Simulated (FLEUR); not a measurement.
## MnF2: which magnetic order is lowest

A self-consistent run ends on one state, which hangs on the start. Several orders of MnF2 are started in FLEUR and their energies compared.

Calculated with FLEUR MaX-R8.1; LDA (VWN) with U = 4 eV on Mn d; all-electron FLAPW, Dirac cores, scalar-relativistic bands.

### Step 1. Set-up

It takes space group P4_2/mnm (No. 136, tetragonal). Conventional cell: a = 4.874 Å, b = 4.874 Å, c = 3.311 Å, α = 90.00°, β = 90.00°, γ = 90.00°. Nearest to Mn lie 6 F at 2.10 to 2.13 Å. Nearest to F lie 3 Mn at 2.10 to 2.13 Å. Farther neighbours and most contacts between anions are not listed.

Coordinates:

```
Mn F
1.0
     4.87380    0.00000    0.00000
     0.00000    4.87380    0.00000
     0.00000    0.00000    3.31070
Mn F
2 4
Direct
  0.00000 0.00000 0.00000
  0.50000 0.50000 0.50000
  0.30530 0.30530 0.00000
  0.19470 0.80530 0.50000
  0.69470 0.69470 0.00000
  0.80530 0.19470 0.50000
```

### Step 2. Order 1, typed as ferro ++

The parallel start is the test of whether parallel moments hold. A Hubbard U acts on the open shell, since semilocal functionals spread its electrons too much.

inpgen writes inp.xml from crystal.txt; cutoffs, mixing, functional, smearing and local orbitals are then set in the file. The k list default-1 (kpts.xml, not shown) is a Γ-centred 6×6×6 mesh; where the ranks do not divide the number of points, some are split in two of half the weight.

inp.xml

```
<?xml version="1.0" encoding="UTF-8" standalone="no"?>
<fleurInput fleurInputVersion="0.39">
   <comment>
      MnF2
   </comment>
   <calculationSetup>
      <cutoffs Kmax="4.29" Gmax="12.9" GmaxXC="12.9" numbands="0"/>
      <scfLoop itmax="130" minDistance="0.0001" maxIterBroyd="15" imix="Anderson" alpha="0.05" precondParam="0.0" spinf="2.0" sdNocoIR="T"/>
      <coreElectrons ctail="T" frcor="F" kcrel="0" coretail_lmax="0"/>
      <xcFunctional name="vwn" relativisticCorrections="F"/>
      <magnetism jspins="2"/>
      <soc l_soc="F" theta="0.0" phi="0.0" spav="F"/>
      <expertModes spex="0" secvar="F"/>
      <geometryOptimization l_f="F" forcealpha="1.0" forcemix="BFGS" epsdisp="0.00001" epsforce="0.00001"/>
      <ldaU l_linMix="F" mixParam="0.05" spinf="1.0"/>
   </calculationSetup>
   <cell>
      <bzIntegration valenceElectrons="58.0" mode="hist" fermiSmearingEnergy="0.00183747">
         <kPointListSelection listName="default-1"/>
         <xi:include xmlns:xi="http://www.w3.org/2001/XInclude" href="kpts.xml"> </xi:include>
      </bzIntegration>
      <xi:include xmlns:xi="http://www.w3.org/2001/XInclude" href="sym.xml"> </xi:include>
      <bulkLattice scale="1.0">
         <bravaisMatrix>
            <row-1>    9.2101471860754796     0.0000000000000000     0.0000000000000000</row-1>
            <row-2>    0.0000000000000000     9.2101471860754796     0.0000000000000000</row-2>
            <row-3>    0.0000000000000000     0.0000000000000000     6.2563162807132198</row-3>
         </bravaisMatrix>
      </bulkLattice>
   </cell>
   <atomSpecies>
      <species name="Manganese 4.501" element="Mn" atomicNumber="25">
         <mtSphere radius="2.48" gridPoints="819" logIncrement="0.015"/>
         <atomicCutoffs lmax="10" lnonsphr="8"/>
         <electronConfig flipSpins="F">
            <coreConfig>(1s1/2) (2s1/2) (2p1/2) (2p3/2)</coreConfig>
            <valenceConfig>(3s1/2) (3p1/2) (3p3/2) (4s1/2) (3d3/2) (3d5/2)</valenceConfig>
            <stateOccupation state="(3d3/2)" spinUp="1.7505" spinDown="0.2495"/>
            <stateOccupation state="(3d5/2)" spinUp="3.0" spinDown="0.0"/>
         </electronConfig>
         <energyParameters s="4" p="4" d="3" f="4"/>
         <ldaU l="2" U="4.0" J="0.0" l_amf="F"/>
         <lo type="SCLO" l="0" n="3" eDeriv="0"/>
         <lo type="SCLO" l="1" n="3" eDeriv="0"/>
      </species>
      <species name="Fluorine (F)" element="F" atomicNumber="9">
         <mtSphere radius="1.4" gridPoints="463" logIncrement="0.023"/>
         <atomicCutoffs lmax="6" lnonsphr="4"/>
         <electronConfig flipSpins="F">
            <coreConfig>(1s1/2)</coreConfig>
            <valenceConfig>(2s1/2) (2p1/2) (2p3/2)</valenceConfig>
            <stateOccupation state="(2p1/2)" spinUp="0.833333" spinDown="0.833333"/>
            <stateOccupation state="(2p3/2)" spinUp="1.666667" spinDown="1.666667"/>
         </electronConfig>
         <energyParameters s="2" p="2" d="3" f="4"/>
      </species>
   </atomSpecies>
   <atomGroups>
      <atomGroup species="Manganese 4.501">
         <relPos label="                   1">.0000000000 .0000000000 .0000000000</relPos>
         <relPos label="                   2">1.000/2.000 1.000/2.000 1.000/2.000</relPos>
         <force calculate="T" relaxXYZ="TTT"/>
      </atomGroup>
      <atomGroup species="Fluorine (F)">
         <relPos label="                   3">.3053000000 .3053000000 .0000000000</relPos>
         <relPos label="                   4">.1947000000 -.1947000000 1.000/2.000</relPos>
         <relPos label="                   5">-.3053000000 -.3053000000 .0000000000</relPos>
         <relPos label="                   6">-.1947000000 .1947000000 1.000/2.000</relPos>
         <force calculate="T" relaxXYZ="TTT"/>
      </atomGroup>
   </atomGroups>
   <output dos="F" band="F" slice="F">
      <bandDOS minEnergy="-.5*Htr" maxEnergy="0.5*Htr" sigma="0.015" storeEVData="T"/>
      <plotting iplot="0" polar="F">
         <plot TwoD="T" vec1="  1.0  0.0  0.0" vec2="  0.0  1.0  0.0" vec3="  0.0  0.0  1.0" zero="  0.0  0.0  0.0" file="plot"/>
      </plotting>
      <moessbauerParams electricFieldGradient="F" isomerShift="F" coreHyperfine="F" valenceHyperfine="F"/>
   </output>
</fleurInput>
```

crystal.txt

```
MnF2
&input film=F cartesian=F /
4.87380000000  0.00000000000  0.00000000000
0.00000000000  4.87380000000  0.00000000000
0.00000000000  0.00000000000  3.31070000000
1.8897261246
1.0 1.0 1.0

6
25 0.00000000000  0.00000000000  0.00000000000 : 4.501
25 0.50000000000  0.50000000000  0.50000000000 : 4.501
9 0.30530000000  0.30530000000  0.00000000000
9 0.19470000000  0.80530000000  0.50000000000
9 0.69470000000  0.69470000000  0.00000000000
9 0.80530000000  0.19470000000  0.50000000000

&kpt div1=6 div2=6 div3=6 gamma=T /
```

Launch:

```bash
$ OMP_NUM_THREADS=1 inpgen -f crystal.txt > inpgen.log  # inp.xml is then edited as shown
$ OMP_NUM_THREADS=1 mpirun -n 4 fleur_MPI > fleur.log
```

Log:

```text
Welcome to FLEUR        (www.flapw.de)
      MaX-Release 8.1          (www.max-centre.eu)

 ========== k-point set info ==========
 Selected k-point list: default-1
 k-point list type: mesh
 6 x 6 x 6
 Number of k points: 40

 ------------Calculation Setup---------------------------
 Number of MPI-tasks      :            4
 Number of PE/node        :            4
 Number of OMP-threads    :            1
 k-points in parallel     :            4
 pe's per k-point         :            1
 No of k-point loops      :           10
 Eigenvalue solver        :       lapack
 Number of basis functions:          761
 Approximate size of matrices (H+S) per k-point:         0.009 GB
 --------------------------------------------------------
 no density matrix found ... skipping LDA+U
 Reset of history
 Iteration:     1   Distance:      13.52318517 me/bohr^3
 Iteration:     2   Distance:      12.44404134 me/bohr^3
 Iteration:     3   Distance:      11.07249925 me/bohr^3
 Iteration:     4   Distance:       6.64981627 me/bohr^3
 Iteration:     5   Distance:       4.14129139 me/bohr^3
 Iteration:     6   Distance:       1.74515274 me/bohr^3
 Iteration:     7   Distance:       0.52057787 me/bohr^3
 Iteration:     8   Distance:       0.57864538 me/bohr^3
 Iteration:     9   Distance:       0.04582920 me/bohr^3
 Iteration:    10   Distance:       0.03322465 me/bohr^3
 Iteration:    11   Distance:       0.00678398 me/bohr^3
 Iteration:    12   Distance:       0.00622192 me/bohr^3
 Iteration:    13   Distance:       0.00119357 me/bohr^3
 Iteration:    14   Distance:       0.00020338 me/bohr^3
 Iteration:    15   Distance:       0.00023923 me/bohr^3
 Iteration:    16   Distance:       0.00004591 me/bohr^3

 ********************************************************************
 Run finished successfully
 Stop message:
   all done
 ********************************************************************

--- out.xml (last complete iteration) ---
<iteration numberForCurrentRun="   16" overallNumber="   16">
         [... left out ...]
         <bandgap value="2.2425931176" units="eV"/>
         <sumValenceSingleParticleEnergies value="-37.3110428118" units="Htr"/>
         <FermiEnergy value="0.1012214894" units="Htr"/>
         <valenceDensity>
            <mtCharges spin="1">
               <mtCharge atomType="1" total="9.2202493" s="1.1236615" p="3.1498661" d="4.8825963" f="0.0418893"/>
               <mtCharge atomType="2" total="2.8443647" s="0.8052786" p="2.0362958" d="0.0023826" f="0.0003377"/>
            </mtCharges>
            <mtCharges spin="2">
               <mtCharge atomType="1" total="4.4974884" s="1.0986997" p="3.1276502" d="0.2095425" f="0.0400924"/>
               <mtCharge atomType="2" total="2.7864711" s="0.7991697" p="1.9869080" d="0.0003216" f="0.0000540"/>
            </mtCharges>
            <spinDependentCharge spin="1" total="34.0000000" interstitial="4.1820426" mtSpheres="29.8179574"/>
            <spinDependentCharge spin="2" total="24.0000000" interstitial="3.8591388" mtSpheres="20.1408612"/>
            <totalCharge value="58.0000000000"/>
         </valenceDensity>
         [... left out ...]
         <allElectronCharges>
            <spinDependentCharge spin="1" total="48.0000000" interstitial="4.1820422" mtSpheres="43.8179578"/>
            <spinDependentCharge spin="2" total="38.0000000" interstitial="3.8591384" mtSpheres="34.1408616"/>
            <totalCharge value="85.9999999966"/>
         </allElectronCharges>
         <magneticMomentsInMTSpheres units="muBohr">
            <globalMagMoment atomType="1" vec="0.00000   0.00000   4.72276"/>
            <localMagMoment atomType="1" vec="0.00000   0.00000   4.72276"/>
            <globalMagMoment atomType="2" vec="0.00000   0.00000   0.05789"/>
            <localMagMoment atomType="2" vec="0.00000   0.00000   0.05789"/>
         </magneticMomentsInMTSpheres>
         <moessbauerParams unitsHFF="kG" unitsIS="e/bohr^3" unitsEFG="Htr/bohr^2">
         </moessbauerParams>
         <totalEnergy value="    -2710.5375883076" units="Htr">
            <sumOfEigenvalues value="    -1548.6342217192">
               <coreElectrons value="-1511.3231789074"/>
               <valenceElectrons value="-37.3110428118"/>
            </sumOfEigenvalues>
            <densityCoulombPotentialIntegral value="-4099.9372567579"/>
            <densityEffectivePotentialIntegral value="-4284.8100177107"/>
            <chargeDenXCDenIntegral value="-139.8167702640"/>
            <FockExchangeEnergyValence value="0.0000000000"/>
            <FockExchangeEnergyCore value="0.0000000000"/>
            <atomTypeDependentContributions atomType="1">
               <electronNucleiInteractionDifferentMTs value="2757.9068606310"/>
               <MadelungTerm value="-16.6050911655"/>
            </atomTypeDependentContributions>
            <atomTypeDependentContributions atomType="2">
               <electronNucleiInteractionDifferentMTs value="464.0501443741"/>
               <MadelungTerm value="-19.0690877347"/>
            </atomTypeDependentContributions>
            <dftUCorrection value="-0.7031982491"/>
            <tkbTimesEntropy value="0.0000000000"/>
            <freeEnergy value="-2710.5375883076"/>
            <extrapolationTo0K value="-2710.5375883076"/>
         </totalEnergy>
         <ldaUDensityMatrix>
            <densityMatrixFor spin="1" atomType="1" uIndex="1" l="2" U="4.00000000" J="0.00000000">
               (+0.97338,+0.00000) (+0.00000,+0.00000) (+0.00000,-0.01668) (+0.00000,+0.00000) (-0.01373,+0.00000)
               (+0.00000,+0.00000) (+0.98052,+0.00000) (+0.00000,+0.00000) (+0.00000,+0.02029) (+0.00000,+0.00000)
               (+0.00000,+0.01668) (+0.00000,+0.00000) (+0.97480,+0.00000) (+0.00000,+0.00000) (+0.00000,-0.01668)
               (+0.00000,+0.00000) (+0.00000,-0.02029) (+0.00000,+0.00000) (+0.98052,+0.00000) (+0.00000,+0.00000)
               (-0.01373,+0.00000) (+0.00000,+0.00000) (+0.00000,+0.01668) (+0.00000,+0.00000) (+0.97338,+0.00000)
            </densityMatrixFor>
            <densityMatrixFor spin="2" atomType="1" uIndex="1" l="2" U="4.00000000" J="0.00000000">
               (+0.03761,+0.00000) (+0.00000,+0.00000) (+0.00000,-0.02281) (+0.00000,+0.00000) (-0.02045,+0.00000)
               (+0.00000,+0.00000) (+0.04743,+0.00000) (+0.00000,+0.00000) (+0.00000,+0.02855) (+0.00000,+0.00000)
               (+0.00000,+0.02281) (+0.00000,+0.00000) (+0.03946,+0.00000) (+0.00000,+0.00000) (+0.00000,-0.02281)
               (+0.00000,+0.00000) (+0.00000,-0.02855) (+0.00000,+0.00000) (+0.04743,+0.00000) (+0.00000,+0.00000)
               (-0.02045,+0.00000) (+0.00000,+0.00000) (+0.00000,+0.02281) (+0.00000,+0.00000) (+0.03761,+0.00000)
            </densityMatrixFor>
         </ldaUDensityMatrix>
         <ldaUDensityMatrixConvergence>
            <distance spin="1" distance="0.000000"/>
            <distance spin="2" distance="0.000001"/>
         </ldaUDensityMatrixConvergence>
         <densityConvergence units="me/bohr^3">
            <chargeDensity spin="1" distance="0.0000170426"/>
            <chargeDensity spin="2" distance="0.0000305872"/>
            <overallChargeDensity distance="0.0000459108"/>
            <spinDensity distance="0.0000185542"/>
         </densityConvergence>
      </iteration>
```

Wall time 42 s (4 MPI ranks of Intel Xeon 6975P-C (Granite Rapids), shared host); peak memory 0.38 GiB; 2.8 min of CPU time.

Spin moment in the muffin-tin sphere by atom:

| atom | spin moment in the muffin-tin sphere (μB) |
| --- | --- |
| Mn1 | 4.72 |
| Mn2 | 4.72 |
| F3 | 0.06 |
| F4 | 0.06 |
| F5 | 0.06 |
| F6 | 0.06 |

Read from the output:

- free energy: -73757.4852 eV
- program's band gap on this mesh (in a metal only a level spacing): 2.243 eV
- magnetization: 10 μB
- final state: ferromagnetic

After 16 cycles the largest moment stands at 4.72 μB.

(Part 1 of 3 ends here.)

[Logs and program files are shortened in this print: banners, set-up blocks, solver, clock and traceback lines can be left out without a mark of their own.]

[Logs are printed without paths, hosts, clocks, repeated set-up lines and the standing remarks that a program may print on its own settings, such as how far it seeks lower states.]

[Hosts, paths, dates, database ids (printed as entryN), source tags and the programs' standing remarks are cut or masked in the printed files.]

[Where a cell is said to come from a database of computed structures, the database is the Materials Project.]
